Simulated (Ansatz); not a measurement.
# BaCeSe3 (model cell, started as cubic perovskite with Ce in the octahedra): from the cell to its phonons

How does BaCeSe3 (model cell, started as cubic perovskite with Ce in the octahedra) vibrate, and is this structure a minimum?

Program: Ansatz 0.2.0. Level of theory: DFT PBEsol, scalar-relativistic, plane waves, PAW; PAW set soft_1. Results are calculated unless marked as measured.

This is a report of a sequence of runs, with most program output left out.

The structure was built from a prototype and need not be the compound's stable phase.

## 1. The structure

The structure is cubic, space group Pm-3m (No. 221). Conventional cell: a = 5.586 Å, b = 5.586 Å, c = 5.586 Å, α = 90.00°, β = 90.00°, γ = 90.00°. Nearest to Ba lie 12 Se at 3.95 Å. Ce has 6 Se at 2.79 Å nearest. Se has 2 Ce at 2.79 Å and 4 Ba at 3.95 Å nearest. Farther neighbours and most contacts between anions are not listed.

## 2. Relaxation

Harmonic phonons are second derivatives at a point where the forces vanish, and they are wanted at zero stress, so atoms and cell are relaxed first.

Contents of input.yaml:

```yaml
crystal:
  lattice:
    - [5.586, 0.0, 0.0]
    - [0.0, 5.586, 0.0]
    - [0.0, 0.0, 5.586]
  atoms:
    - { symbol: Ba, position: [0.0, 0.0, 0.0] }
    - { symbol: Ce, position: [0.5, 0.5, 0.5] }
    - { symbol: Se, position: [0.5, 0.5, 0.0] }
    - { symbol: Se, position: [0.5, 0.0, 0.5] }
    - { symbol: Se, position: [0.0, 0.5, 0.5] }
kpoints:
  mp_grid: { grid: [6, 6, 6] }
hamiltonian:
  xc: pbesol
  pseudopotentials: { kind: paw, azcp: { folder: soft_1 }, xc_functional: pbe }
scf:
  occupations: { method: gaussian, width: 0.02 }
output:
  forces: true
  stress: true
  eigenvalues: true
  write_density: true
  write_potential: true
  elf: true
  volumetric_format: npy
relax:
  adjacent_minimum: "off"
  f_tol: 0.005
  max_steps: 80
  cell: { stress_tol: 0.05 }
```

Started as:

```
> ansatz run input.yaml --threads 4 --pin off --max-ram 16384MiB --backend cpu --events-out ev --progress --plain --runs-dir out
```

Wall time 14 s (4 threads of Arm Neoverse V2, shared host); peak memory 0.62 GiB; 54 s of CPU time.

The steps of the relaxation:

```csv
step,energy less that of the first step (eV),largest force component (eV/Å),pressure (GPa),volume (Å³)
1,0.0000,0.0000,-2.95,174.30
2,-0.1083,0.0000,0.47,161.58
3,-0.1103,0.0000,-0.06,163.22
4,-0.1104,0.0000,0.00,163.05
5*,-0.1098,0.0000,0.00,163.05
```

Relaxation steps marked * repeat the geometry before them on a plane-wave basis chosen anew for their cell, so energy and pressure can jump there.

The run keeps the 48 symmetry operations that it works with, so distortions that break them were not tested.

```csv
"conventional cell, symmetrised",before,after,change
a (Å),5.586,5.463,-2.2 %
b (Å),5.586,5.463,-2.2 %
c (Å),5.586,5.463,-2.2 %
volume (Å³/atom),34.86,32.61,-6.5 %
```

Final coordinates:

```xyz
5
Lattice="5.4631 0.0000 0.0000 0.0000 5.4631 0.0000 0.0000 0.0000 5.4631" Properties=species:S:1:pos:R:3 pbc="T T T"
Ba    0.0000    0.0000    0.0000
Ce    2.7316    2.7316    2.7316
Se    2.7316    2.7316    0.0000
Se    2.7316    0.0000    2.7316
Se    0.0000    2.7316    2.7316
```

This step gave:

- pressure: 0.001686 GPa
- gap on the k-mesh: 0.6923 eV
- volume per atom: 32.61 Å³
- direct gap on mesh: 0.6923 eV

ELF in the ac plane at fractional y = 0.500, with atoms of Ce and Se within 0.2 Å of it. It is the smooth field of the valence electrons, not physical close to the nuclei.

Values, 15 rows by 15 columns, each cell a mean:
```
0.02 0.04 0.16 0.49 0.74 0.77 0.58 0.26 0.38 0.71 0.77 0.65 0.32 0.08 0.02
0.09 0.07 0.10 0.32 0.64 0.77 0.77 0.70 0.73 0.78 0.74 0.51 0.19 0.07 0.08
0.37 0.26 0.14 0.16 0.37 0.60 0.69 0.72 0.71 0.66 0.51 0.25 0.12 0.19 0.32
0.68 0.60 0.39 0.16 0.12 0.21 0.33 0.41 0.38 0.27 0.16 0.12 0.25 0.51 0.65
0.78 0.77 0.67 0.33 0.11 0.22 0.49 0.61 0.57 0.37 0.14 0.16 0.51 0.74 0.77
0.66 0.76 0.77 0.48 0.23 0.56 0.78 0.75 0.78 0.72 0.37 0.27 0.66 0.78 0.71
0.23 0.57 0.78 0.55 0.39 0.72 0.72 0.36 0.53 0.78 0.57 0.38 0.71 0.73 0.38
0.11 0.49 0.77 0.57 0.43 0.74 0.64 0.15 0.36 0.75 0.61 0.41 0.72 0.70 0.26
0.48 0.69 0.78 0.52 0.31 0.67 0.79 0.64 0.72 0.78 0.49 0.33 0.69 0.77 0.58
0.76 0.78 0.73 0.41 0.15 0.37 0.67 0.74 0.72 0.56 0.22 0.21 0.60 0.77 0.77
0.75 0.71 0.54 0.23 0.09 0.15 0.31 0.43 0.39 0.23 0.11 0.12 0.37 0.64 0.74
0.53 0.42 0.23 0.13 0.23 0.41 0.52 0.57 0.55 0.48 0.33 0.16 0.16 0.32 0.49
0.19 0.13 0.10 0.23 0.54 0.73 0.78 0.77 0.78 0.77 0.67 0.39 0.14 0.10 0.16
0.04 0.04 0.13 0.42 0.71 0.78 0.69 0.49 0.57 0.76 0.77 0.60 0.26 0.07 0.04
0.02 0.04 0.19 0.53 0.75 0.76 0.48 0.11 0.23 0.66 0.78 0.68 0.37 0.09 0.02
```
Columns run along a (5.5 Å), rows up along c (5.5 Å). Atoms in or near the plane, at fractional coordinates: Ce at (0.50, 0.50), Se at (0.50, 0.00), Se at (0.00, 0.50).

Valence density in the ac plane at fractional y = 0.500, with atoms of Ce and Se within 0.2 Å of it. It is the smooth field of the valence electrons, not physical close to the nuclei.

Ten steps, logarithmic in the rise over the least value, from '0' (0 e/Å³) to '9' (44 e/Å³), each cell a mean:
```
000012587310000
000001233210000
000000111100000
000000111000000
110001122100011
421112333210123
852112333321137
962113333321138
632112333311125
211001232210012
100000111100001
000000111100000
000001222100000
000001365210000
000012698410000
```
Columns run along a (5.5 Å), rows up along c (5.5 Å). Atoms in or near the plane, at fractional coordinates: Ce at (0.50, 0.50), Se at (0.50, 0.00), Se at (0.00, 0.50).

Electrostatic potential energy in the ac plane at fractional y = 0.500, with atoms of Ce and Se within 0.2 Å of it. With pseudopotentials it is smooth inside the atoms' cores, unlike the true potential.

Values in eV, 15 rows by 15 columns, each cell a mean:
```
 12  12  12  11   7  -6  -3  10   6  -9   1  10  12  12  12
 12  12  12  12   9   2  -9  -8  -9  -5   6  11  12  12  12
 12  12  12  12  10   8   3  -2   0   5   9  11  12  12  12
 10  10  11  11  10   7   4   2   3   6   8  10  11  11  10
 -1   3   8   9   7   1  -7 -13 -11  -3   4   8   9   6   1
 -7  -9   1   6   3 -10 -24 -29 -28 -18  -3   6   5  -5  -9
 10  -2  -7   3  -2 -20 -31 -32 -32 -28 -11   3   0  -9   6
 12   2  -8   2  -3 -22 -32 -32 -32 -29 -13   2  -2  -8  10
  2  -8  -4   5   1 -16 -29 -32 -31 -24  -7   4   3  -9  -3
 -7  -3   5   8   5  -4 -16 -22 -20 -10   1   7   8   2  -6
  6   8  10  10   9   5   1  -3  -2   3   7  10  10   9   7
 11  11  12  11  10   8   5   2   3   6   9  11  12  12  11
 12  12  12  12  10   5  -4  -8  -7   1   8  11  12  12  12
 12  12  12  11   8  -3  -8   2  -2  -9   3  10  12  12  12
 11  12  12  11   6  -7   2  12  10  -7  -1  10  12  12  12
```
Columns run along a (5.5 Å; values clipped at the 3rd and 97th percentile), rows up along c (5.5 Å). Atoms in or near the plane, at fractional coordinates: Ce at (0.50, 0.50), Se at (0.50, 0.00), Se at (0.00, 0.50).

In this step the volume went from 34.86 to 32.61 Å³/atom.

## 3. Relaxing to small forces for the phonons, k-mesh 6×6×6

Phonons need a cell at rest on their own settings, so the relaxation is repeated with tight tolerances on forces and stress on the k mesh and occupations of the first response run.

input.yaml, the sections that differ from step 2:

```yaml
crystal:
  lattice:
    - [5.4631095288, 0.0, 0.0]
    - [0.0, 5.4631095288, 0.0]
    - [0.0, 0.0, 5.4631095288]
  atoms:
    - { symbol: Ba, position: [0.0, 0.0, 0.0] }
    - { symbol: Ce, position: [0.5, 0.5, 0.5] }
    - { symbol: Se, position: [0.5, 0.5, 0.0] }
    - { symbol: Se, position: [0.5, 0.0, 0.5] }
    - { symbol: Se, position: [0.0, 0.5, 0.5] }
scf:
  occupations: { method: fixed }
output:
  forces: true
  stress: true
  eigenvalues: true
relax:
  adjacent_minimum: "off"
  f_tol: 0.001
  max_steps: 60
  cell: { stress_tol: 0.01 }
# kpoints, hamiltonian: as in step 2
```

The job ended after 7.2 s (4 threads; peak memory 0.59 GiB; 26 s of CPU time).

Little changed from the start: no atom moved by 0.005 Å and no cell edge by 0.1 %.

Numbers from this step:

```
pressure : 0.001685 GPa
```

The forces vanish by symmetry and the pressure is 0.002 GPa, within the tolerances set. The cell now holds 32.61 Å³/atom.

## 4. A first phonon run

The phonons are first tried on the mesh that the gap suggested.

input.yaml: that of step 3 with these lines changed.

```diff
@@ -19,9 +19,6 @@
 output:
-  forces: true
-  stress: true
   eigenvalues: true
-relax:
-  adjacent_minimum: "off"
-  f_tol: 0.001
-  max_steps: 60
-  cell: { stress_tol: 0.01 }
+phonons:
+  method: dfpt
+  dielectric: true
+  rigid_motions: translations
```

The job ended after 2.2 min (4 threads; peak memory 2.7 GiB).

This step gave:

```yaml
sum_rule_residual_before_enforcement: 8.33e-5 eV/Å²
miss_of_the_charge_sum_rule: 0.001004 e
estimated_error_of_the_dielectric_tensor: 0.05380
estimated_error_of_the_born_charges: 0.04039 e
point_group: m-3m
highest_optical_mode_at_the_zone_centre_no_lo_to_term: 224.3 cm⁻¹
lowest_optical_zone_centre_mode: -51.08 cm⁻¹
mean_high_frequency_dielectric_constant: 10.93
largest_born_charge_third_of_the_trace: 6.904 e
top_of_the_zone_centre_spectrum_with_the_field: 270.6 cm⁻¹
```

The highest optical mode at Γ without the field comes at 224.3 cm⁻¹, but the log warns of the mesh: “the force constants stand on the 6×6×6 k-mesh, whose period is 12.15 times the interband length at k = (-0.5000, -0.5000, -0.5000), direct gap 0.692 eV, under 14: take them and everything formed from them as unconverged”.

## 5. Relaxing to small forces for the phonons, k-mesh 8×8×8

The k mesh is raised to 8×8×8 since a zone-centre run on the first mesh warned that it was too coarse for the force constants, and the cell is relaxed again on it.

input.yaml, the sections that differ from step 4:

```yaml
kpoints:
  mp_grid: { grid: [8, 8, 8] }
output:
  forces: true
  stress: true
  eigenvalues: true
relax:
  adjacent_minimum: "off"
  f_tol: 0.001
  max_steps: 60
  cell: { stress_tol: 0.01 }
# crystal, hamiltonian, scf: as in step 4
# phonons: removed
```

Elapsed: 11 s, on 4 threads; peak memory 0.64 GiB.

Little changed from the start: no atom moved by 0.005 Å and no cell edge by 0.1 %.

Numbers from this step:

```yaml
pressure: 0.003363 GPa
gap_on_the_k_mesh: 0.6935 eV
direct_gap_on_mesh: 0.6935 eV
```

The forces vanish by symmetry and the pressure is 0.003 GPa, within the tolerances set. The cell now holds 32.61 Å³/atom.

## 6. Zone-centre response

The zone centre comes first: it holds the modes that light can see, as far as symmetry allows. The response to a homogeneous field gives the Born charges and the dielectric tensor.

input.yaml: that of step 5 with these lines changed.

```diff
@@ -19,9 +19,6 @@
 output:
-  forces: true
-  stress: true
   eigenvalues: true
-relax:
-  adjacent_minimum: "off"
-  f_tol: 0.001
-  max_steps: 60
-  cell: { stress_tol: 0.01 }
+phonons:
+  method: dfpt
+  dielectric: true
+  rigid_motions: translations
```

Wall time 4.1 min (4 threads); peak memory 4.9 GiB.

This step gave:

* sum-rule residual before enforcement: 3.39e-4 eV/Å²
* miss of the charge sum rule: 0.003997 e
* estimated error of the dielectric tensor: 0.05621
* estimated error of the Born charges: 0.04080 e
* highest optical mode at the zone centre (no LO-TO term): 224.4 cm⁻¹
* lowest optical zone-centre mode: -51.05 cm⁻¹
* largest Born charge (third of the trace): 6.910 e
* top of the zone-centre spectrum with the field: 270.7 cm⁻¹

Without the LO-TO term. Patterns of degenerate modes are one choice out of their space. The modes at Γ (shares of kinetic energy by element, %) (negative means imaginary):

```csv
mode,frequency (cm⁻¹),symmetry,Ba %,Ce %,Se %
1,-51.0,T1u,59,0,41
2,-51.0,T1u,59,0,41
3,-51.0,T1u,59,0,41
4,-40.2,T2u,0,0,100
5,-40.2,T2u,0,0,100
6,-40.2,T2u,0,0,100
7,0.0,acoustic,27,27,46
8,0.0,acoustic,27,27,46
9,0.0,acoustic,27,27,46
10,57.4,T1u,14,47,39
11,57.4,T1u,14,47,39
12,57.4,T1u,14,47,39
13,224.4,T1u,0,26,74
14,224.4,T1u,0,26,74
15,224.4,T1u,0,26,74
```

Displacements in mode 1 (-51.0 cm⁻¹), the largest set to 1:
```
Ba1 -0.09 -0.28  1.00
Ce2  0.00  0.01 -0.03
Se3  0.07  0.22 -0.15
Se4  0.07  0.04 -0.77
Se5  0.01  0.22 -0.77
```

Displacements in mode 5 (-40.2 cm⁻¹), the largest set to 1:
```
Ba1  0.00  0.00  0.00
Ce2  0.00  0.00  0.00
Se3 -0.19  1.00  0.00
Se4  0.19  0.00  0.19
Se5  0.00 -1.00 -0.19
```

Optical modes at the zone centre, without and with the macroscopic field of the longitudinal modes; each column is sorted by frequency, so a row need not hold one and the same mode. Modes with and without the field, by row:

```csv
rank among optical modes,no field (cm⁻¹),"q along (1, 0, 0) (cm⁻¹)"
1,-51,-51
2,-51,-51
3,-51,-40.2
4,-40.2,-40.2
5,-40.2,-40.2
6,-40.2,13.7
7,57.4,57.4
8,57.4,57.4
9,57.4,70.8
10,224.4,224.4
11,224.4,224.4
12,224.4,270.7
```

Born charge (rows field, columns displacement) (e), principal values of the symmetric part by kind of site:

```csv
atom,atoms with these values,low,middle,high,mean
Ba1,1,3.05,3.05,3.05,3.05
Ce2,1,6.91,6.91,6.91,6.91
Se3,3,-6.28,-1.84,-1.84,-3.32
```

In full for Ba1:

```
3.05 0.00 0.00
0.00 3.05 0.00
0.00 0.00 3.05
```

High-frequency dielectric tensor:

```
10.93  0.00  0.00
 0.00 10.93  0.00
 0.00  0.00 10.93
```

Transverse modes; imaginary modes are left out. Lines of the infrared spectrum (strongest = 100):

```csv
position (cm⁻¹),label,relative intensity
57,T1u,6.4
224,T1u,100
```

Before it was imposed, the acoustic sum rule was missed by 3.4e-4 eV/Å² and the charge sum rule by 0.0040 e. Small misses are needed for a sound result but don't prove that mesh and cutoff are converged. Against the first mesh the highest mode moved by +0.1 cm⁻¹. The lowest optical mode is imaginary, 51.0i cm⁻¹, so the energy falls along it.

## 7. The dispersion

Stability and thermal properties need the whole zone. Linear response on a 2×2×2 q mesh gives force constants as far as a supercell of that size would, and the tensors from the zone-centre run are typed in so that the long-range dipole term is interpolated apart.

input.yaml, the sections that differ from step 6:

```yaml
phonons:
  method: dfpt
  qmesh: [2, 2, 2]
  temperatures: { t_max: 1000, t_step: 50 }
  qpath:
    path:
      - [[0.0, 0.0, 0.0], [0.0, 0.5, 0.0], [0.5, 0.5, 0.0], [0.0, 0.0, 0.0], [0.5, 0.5, 0.5], [0.0, 0.5, 0.0]]
      - [[0.5, 0.5, 0.5], [0.5, 0.5, 0.0]]
    npoints: 10
  non_analytic_term:
    high_frequency_dielectric_tensor: [[10.9307, 0.0, 0.0], [0.0, 10.9307, 0.0], [0.0, 0.0, 10.9307]]
    born_effective_charges:
      - { species: Ba, tensor: [[3.0544, 0.0, 0.0], [0.0, 3.0544, 0.0], [0.0, 0.0, 3.0544]] }
      - { species: Ce, tensor: [[6.9098, 0.0, 0.0], [0.0, 6.9098, 0.0], [0.0, 0.0, 6.9098]] }
      - { species: Se, tensor: [[-1.8407, 0.0, 0.0], [0.0, -1.8407, 0.0], [0.0, 0.0, -6.2829]] }
      - { species: Se, tensor: [[-1.8407, 0.0, 0.0], [0.0, -6.2829, 0.0], [0.0, 0.0, -1.8407]] }
      - { species: Se, tensor: [[-6.2829, 0.0, 0.0], [0.0, -1.8407, 0.0], [0.0, 0.0, -1.8407]] }
    source: "zone-centre run at this cell"
# crystal, kpoints, hamiltonian, scf, output: as in step 6
```

The job ended after 8.5 min (4 threads; peak memory 2.4 GiB).

Numbers from this step:

* sum-rule residual before enforcement: 9.81e-5 eV/Å²
* lowest frequency on the path: -70.34 cm⁻¹
* highest frequency on the path or at a solved wavevector: 270.7 cm⁻¹
* lowest mode on the q mesh (acoustic modes at Γ apart): -70.34 cm⁻¹

Frequencies (cm⁻¹) solved at each irreducible wavevector; negative means imaginary. Frequencies by wavevector, by row:

```csv
q in reciprocal lattice units,star,mode 1,mode 2,mode 3,mode 4,mode 13,mode 14,mode 15
0 0 0,1,-51,-51,-51,-40.2,224.4,224.4,224.4
0 0 -0.5,3,-42.9,-42.9,-30.4,-30.4,224.9,224.9,237.2
0 -0.5 -0.5,3,-66.8,-48.8,-48.8,-23.4,195.6,225.4,243.9
-0.5 -0.5 -0.5,1,-70.3,-70.3,-70.3,-40.5,191.7,191.7,249.7
```

Interpolated from a 2×2×2 q mesh, with the LO-TO term (at Γ the limit along the path; where Γ stands inside the path, tables give the limit on arrival). Phonon branches along the path, in cm⁻¹:

```csv
point,branch 1,branch 2,branch 3,branch 4,branch 12,branch 13,branch 14,branch 15
Γ,-51,-51,-40,-40,71,224,224,271
halfway,-48,-48,-33,-33,118,225,225,259
X,-43,-43,-30,-30,171,225,225,237
halfway,-57,-43,-40,-36,172,208,225,248
M,-67,-49,-49,-23,173,196,225,244
halfway,-53,-44,-43,-32,121,214,225,259
Γ,-51,-51,-40,-40,71,224,224,271
halfway,-52,-51,-51,-33,123,215,215,261
R,-70,-70,-70,-40,175,192,192,250
halfway,-58,-57,-49,-38,173,204,215,254
X,-43,-43,-30,-30,171,225,225,237
jump to R,-70,-70,-70,-40,175,192,192,250
halfway,-69,-58,-58,-36,174,194,210,251
M,-67,-49,-49,-23,173,196,225,244
```

Tetrahedra on a 12×12×12 mesh, mean over bins of 5 cm-1. Interpolated from a 2×2×2 q mesh. The phonon density of states by wavenumber; read off at these points:

```csv
wavenumber (cm⁻¹),phonon density of states (1/cm⁻¹/cell)
-72,1.0e-4
-62,0.0581
-52,0.105
-48,0.174
-42,0.122
-38,0.154
-28,0.093
-18,0.0219
-8,0.0110
2,0.0103
12,0.0154
22,0.0369
32,0.0408
38,0.0471
48,0.0735
58,0.0977
62,0.103
68,0.0993
78,0.0583
88,0.0235
98,0.0166
102,0.0166
112,0.0168
122,0.0194
132,0.0182
142,0.0221
152,0.0236
162,0.0314
168,0.0571
178,4.3e-4
188,0
198,0.0256
208,0.0490
218,0.0715
222,0.152
228,0.0035
238,2.4e-4
242,0.00497
252,0.0868
262,0.0211
272,0
```

The partial phonon density of states has structure finer than the step of the table below, so its rows give means over 10 cm⁻¹, whole bins alone (the curve runs from -79.5 to 287 cm⁻¹). Peaks (cm⁻¹: height): Ba -38.0: 0.0849, 40.4: 0.0266; Ce 52.0: 0.0218, 68.1: 0.0420, 95.8: 0.0491, 125.8: 0.0523, 153.5: 0.0591, 169.6: 0.0705, 222.7: 0.0288; Se -49.5: 0.0955, -31.1: 0.0804, 54.3: 0.0638, 68.1: 0.0808, 95.8: 0.0202, 222.7: 0.0840, 252.7: 0.0629.

Phonopy on the run's constants, 11x11x11 mesh, Gaussian sigma 2.6 cm-1. Interpolated from a 2×2×2 q mesh. The partial phonon density of states by wavenumber; means over each step; values in 1/cm⁻¹/cell:

```csv
wavenumber (cm⁻¹),Ba,Ce,Se
-70,1.9e-4,3.5e-7,0.0198
-60,0.00481,1.3e-5,0.0585
-50,0.0448,7.0e-5,0.0860
-40,0.0717,2.1e-4,0.0700
-30,0.0501,7.4e-4,0.0666
-20,0.0134,3.2e-4,0.0218
-10,0.00691,8.6e-5,0.00668
0,8.1e-4,1.8e-4,0.00365
10,0.00645,6.8e-4,0.00522
20,0.0174,0.00175,0.0149
30,0.0174,0.00375,0.0225
40,0.0239,0.00452,0.0296
50,0.0182,0.0147,0.0523
60,0.0101,0.0142,0.0607
70,0.00820,0.0251,0.0745
80,0.00161,0.00104,0.0249
90,5.0e-4,0.0140,0.00567
100,8.9e-4,0.0233,0.00992
110,3.4e-6,1.0e-4,4.9e-5
120,2.3e-4,0.0130,0.00434
130,5.2e-4,0.0272,0.00890
140,6.2e-6,4.6e-4,1.2e-4
150,3.9e-4,0.0321,0.00711
160,1.6e-4,0.0138,0.00255
170,4.3e-4,0.0458,0.00250
180,3.1e-5,0.00336,1.8e-4
190,0,3.9e-4,0.00357
200,4.3e-6,0.00457,0.0268
210,1.0e-5,0.0108,0.0419
220,1.0e-5,0.0220,0.0669
230,1.5e-6,0.00602,0.0172
240,3.3e-5,5.3e-4,0.00572
250,1.9e-4,0.00638,0.0468
260,1.8e-4,0.00654,0.0273
270,5.1e-5,0.00169,0.00446
280,3.5e-7,1.3e-5,3.4e-5
```

Symmetry leaves 4 wavevectors to solve. The lowest mode among them, the acoustic zeros apart, lies at q = (-0.5, -0.5, -0.5) and is imaginary, 70.3i cm⁻¹, so the energy falls along it.

## 8. What came out

| Item | Value |
| --- | --- |
| space group after relaxation (within 0.01 Å) | Pm-3m |
| volume per atom | 32.6 Å³ |
| gap on the k-mesh | 0.693 eV |
| highest optical mode at the zone centre (no LO-TO term) | 224 cm⁻¹ |
| top of the zone-centre spectrum with the field | 271 cm⁻¹ |
| lowest optical zone-centre mode | -51.0 cm⁻¹ |
| mean high-frequency dielectric constant | 10.9 |
| largest Born charge (third of the trace) | 6.91 e |
| lowest mode on the q mesh (acoustic modes at Γ apart) | -70.3 cm⁻¹ |
| highest frequency on the path or at a solved wavevector | 271 cm⁻¹ |
| imaginary modes on the 2×2×2 q mesh | yes |

What this shows: Modes are clearly imaginary (beyond 10i cm⁻¹) at 4 of the 4 irreducible wavevectors, most at q = (-0.5, -0.5, -0.5) (70.3i cm⁻¹), so this structure is not a minimum of the energy. Without the field, the optical modes at Γ span -51 to 224 cm⁻¹ (negative means imaginary). The highest mode in this list at Γ, 224.4 cm⁻¹, is mostly motion of Se (74 % of the kinetic energy). With the macroscopic field of the longitudinal modes the top of the zone-centre spectrum lies at 271 cm⁻¹, against 224 cm⁻¹ without it. Among the real modes, the strongest infrared line is at 224 cm⁻¹. The phonon runs are without spin polarisation, although Ce often carries a moment. The 4f shell is treated without a U, so valence and screening may be off. Spin-orbit coupling is left out, which can matter for the heavy elements here. The PAW files were made for PBE and serve the other functionals too. The starting cell was built on a prototype and not taken from a measurement, so the phase need not exist. These are harmonic frequencies at zero temperature: anharmonic shifts, linewidths and thermal expansion are left out.

[Logs are printed without paths, hosts, clocks, repeated set-up lines and the standing remarks that a program may print on its own settings, such as how far it seeks lower states.]

[Hosts, paths, dates, database ids (printed as entryN), source tags and the programs' standing remarks are cut or masked in the printed files.]
